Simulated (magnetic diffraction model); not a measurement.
# Which magnetic order? NdBeVO₅

Space group P-1 (no. 2), a = 5.3370 Å, b = 6.7130 Å, c = 6.8560 Å, α = 108.92°, β = 107.25°, γ = 95.85°.

```csv
site,atom,x,y,z
2i,Nd,0.8907,0.2454,0.4664
2i,V,0.3346,0.8181,0.1152
2i,O,0.0925,0.7815,0.8676
2i,O,1/4,0.5040,0.5557
2i,O,0.3942,0.2561,0.9269
2i,O,0.5666,0.9168,0.7037
2i,O,0.7767,0.3399,0.7678
2i,Be,0.6630,0.6328,0.7693
```

This is a made-up structure (elements placed in a structure type, unrelaxed), so the numbers test the method and describe no known phase.

Only Nd is taken to order (form factors of Nd3+); orders and moment sizes are assumed, and not adapted to the symmetry. Radiation: neutrons of λ = 1.594 Å, 2° to 30°; isotropic B of 0.35 Å² (Nd), 0.48 Å² (V), 0.69 Å² (O) and 0.64 Å² (Be). Simulated constant-wavelength pattern: nuclear and magnetic terms add, the magnetic one as |2.695 fm × Σ f S⊥ exp(2πi Q·r) exp(−B s²)|², summed over all Q at one angle with the factor 1/(sin²θ cos θ). For a modulated order the moment at position r is S exp(−2πi k·r) + c.c., with S = m/2 for a sine wave of amplitude m and S = m(u + iv)/2 for moments turning in a plane, u and v being orthogonal unit vectors in it; the phase factor of the sum at Q = H + k is then exp(2πi H·r). Free-ion form factors, Sears's scattering lengths of 1992, no absorption; a label names one of the reflections at its angle. The strongest nuclear line in the range is 100, and lines under 0.2 are left out.

Above the ordering temperature:

```
2θ (°)     index      I
 14.78   (0 1 0)   77.8
 15.08   (0 0 1)   20.3
 16.73  (0 1 -1)  100.0
 18.45   (1 0 0)    2.9
 19.32  (1 0 -1)    2.8
 21.00  (1 -1 0)    9.5
 23.41  (1 1 -1)   26.0
 24.87   (0 1 1)    6.4
 25.38  (-1 1 1)    6.0
 26.18   (1 1 0)    1.5
 26.50  (1 -1 1)   59.4
 27.78   (1 0 1)   55.1
 27.92  (0 2 -1)    3.7
 28.41  (0 1 -2)    4.5
 29.56  (1 0 -2)   34.1
 29.65  (1 1 -2)    5.0
 29.82   (0 2 0)   51.0
```

Below it (cell unchanged):

| 2θ (°) | I |
| --- | --- |
| 4.92 | 345.2 |
| 14.00 | 20.0 |
| 14.61 | 0.7 |
| 14.78 | 77.8 |
| 15.08 | 20.3 |
| 16.73 | 100.0 |
| 17.54 | 17.1 |
| 18.02 | 7.5 |
| 18.45 | 2.9 |
| 18.92 | 4.6 |
| 19.32 | 2.8 |
| 19.55 | 8.6 |
| 19.89 | 0.5 |
| 20.13 | 7.1 |
| 20.34 | 8.4 |
| 20.92 | 0.8 |
| 20.98 | 2.5 |
| 21.00 | 9.5 |
| 22.45 | 1.9 |
| 22.80 | 4.5 |
| 23.41 | 26.0 |
| 23.70 | 11.3 |
| 23.95 | 3.7 |
| 24.76 | 12.8 |
| 24.87 | 6.4 |
| 25.38 | 6.0 |
| 25.99 | 3.4 |
| 26.18 | 1.5 |
| 26.43 | 2.2 |
| 26.50 | 59.4 |
| 26.58 | 1.9 |
| 27.52 | 5.2 |
| 27.78 | 55.1 |
| 27.92 | 3.3 |
| 27.92 | 3.7 |
| 28.22 | 0.7 |
(The table stops after 36 lines; 11 more lie at higher angle.)

**Question.** Find the propagation vector, then choose among these models:
A. a sine wave with moments along [001] (amplitudes given), 3 μB on Nd; signs + at (0.8907, 0.2454, 0.4664), + at (0.1093, 0.7546, 0.5336)
B. moments turning in the plane of [100] and [010], 3 μB on Nd; signs + at (0.8907, 0.2454, 0.4664), + at (0.1093, 0.7546, 0.5336)
C. a sine wave with moments along [010] (amplitudes given), 3 μB on Nd; signs + at (0.8907, 0.2454, 0.4664), + at (0.1093, 0.7546, 0.5336)
D. moments turning in the plane of [100] and [001], 3 μB on Nd; signs + at (0.8907, 0.2454, 0.4664), + at (0.1093, 0.7546, 0.5336)

The new lines index as (0 1/3 0) at 4.92°, (0 1/3 -1) at 14.00°, (0 2/3 -1) at 14.61° and (0 1/3 1) at 17.54°, that is as H ± k with k = (0 1/3 0). Satellites come in pairs about each point of the reciprocal lattice.

Magnetic intensity, observed (below minus above) and for each model:

| 2θ (°) | index | observed | A | B | C | D |
| --- | --- | --- | --- | --- | --- | --- |
| 4.92 | (0 1/3 0) | 345.2 | 172.6 | 196.7 | 25.6 | 345.2 |
| 14.00 | (0 1/3 -1) | 20.0 | 1.8 | 37.8 | 17.9 | 20.0 |
| 17.54 | (0 1/3 1) | 17.1 | 5.3 | 24.3 | 11.7 | 17.1 |
| 20.34 | (-1 1/3 1) | 8.4 | 4.3 | 9.7 | 7.3 | 8.4 |
| 23.70 | (0 5/3 -1) | 11.3 | 4.7 | 7.3 | 0.5 | 11.3 |
| 24.76 | (0 5/3 0) | 12.8 | 6.4 | 7.3 | 0.9 | 12.8 |
| 28.73 | (1 1/3 -2) | 4.4 | 0.5 | 6.9 | 4.2 | 4.4 |
| 28.91 | (0 1/3 -2) | 4.0 | 0.5 | 7.5 | 3.7 | 4.0 |

Model D matches.

The structure used: k = (0 1/3 0), moments turning in the plane of [100] and [001], 3 μB on Nd; signs + at (0.8907, 0.2454, 0.4664), + at (0.1093, 0.7546, 0.5336).

[Logs are printed without paths, hosts, clocks, repeated set-up lines and the standing remarks that a program may print on its own settings, such as how far it seeks lower states.]
